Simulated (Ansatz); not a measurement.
# Cs2MgCdF6 (Mg on 50 % of the Cd sites, one arrangement): which shell does photoemission see at 60 and 5950 eV? (PBEsol)

The valence band of Cs2MgCdF6 (Mg on 50 % of the Cd sites, one arrangement) mixes several shells. Work out by hand which one leads the spectrum's area at each photon energy.

Filled states come from the projected DOS of Ansatz 0.2.0 (PBEsol, plane waves); cross sections σ and asymmetry parameters β are those of free atoms in a Dirac–Hartree–Slater calculation. A shell's area is states × σ × angular factor, which is 1 + β·P₂(cos θ) for linear light, with θ = 10° from the polarisation and P₂ = 0.955.

**At 60 eV** (states counted from 22.2 eV below the zero; other shells add 0.27 to the products' sum of 282):

| shell | filled states a cell | cross section (Mb an electron) | β | angular factor | product | share by hand (%) | share in the simulated spectrum (%) |
| --- | --- | --- | --- | --- | --- | --- | --- |
| Cd 4d | 19.98 | 2.14 | 0.92 | 1.87 | 80.1 | 28 | 28 |
| Cs 5s | 7.72 | 0.0694 | 1.82 | 2.74 | 1.47 | 1 | 1 |
| Cs 5p | 21.10 | 0.101 | 0.50 | 1.48 | 3.15 | 1 | 1 |
| F 2s | 23.26 | 0.35 | 2.00 | 2.91 | 23.7 | 8 | 8 |
| F 2p | 69.59 | 1.08 | 1.37 | 2.31 | 173 | 61 | 62 |

**At 5950 eV** (states counted from 22.2 eV below the zero; other shells add 0.00012 to the products' sum of 0.0086):

| shell | filled states a cell | cross section (Mb an electron) | β | angular factor | product | share by hand (%) | share in the simulated spectrum (%) |
| --- | --- | --- | --- | --- | --- | --- | --- |
| Cd 4d | 19.98 | 3.22e-05 | 0.86 | 1.82 | 0.00117 | 14 | 14 |
| Cs 5s | 7.72 | 9.34e-05 | 1.99 | 2.90 | 0.00209 | 24 | 24 |
| Cs 5p | 21.10 | 5.97e-05 | 1.55 | 2.48 | 0.00312 | 36 | 37 |
| F 2s | 23.26 | 3.01e-05 | 2.00 | 2.91 | 0.00204 | 24 | 24 |
| F 2p | 69.59 | 6.94e-07 | 0.19 | 1.18 | 5.69e-05 | 1 | 1 |

F 2p leads at 60 eV and Cs 5p at 5950 eV. Between the two energies σ of F 2p changes by a factor 6.4e-7 and that of Cs 5p by 5.9e-4, so their ratio moves 919-fold in favour of the second. The simulated spectrum uses the same rule on the energy-resolved DOS, so the two share columns agree within a few points.

Only crystals where the two columns agree within 4 points and the lead is clear are worked in this form. Free-atom cross sections ignore the solid's final states, no escape depth or background enters, and the count of states a shell hangs on the projection.
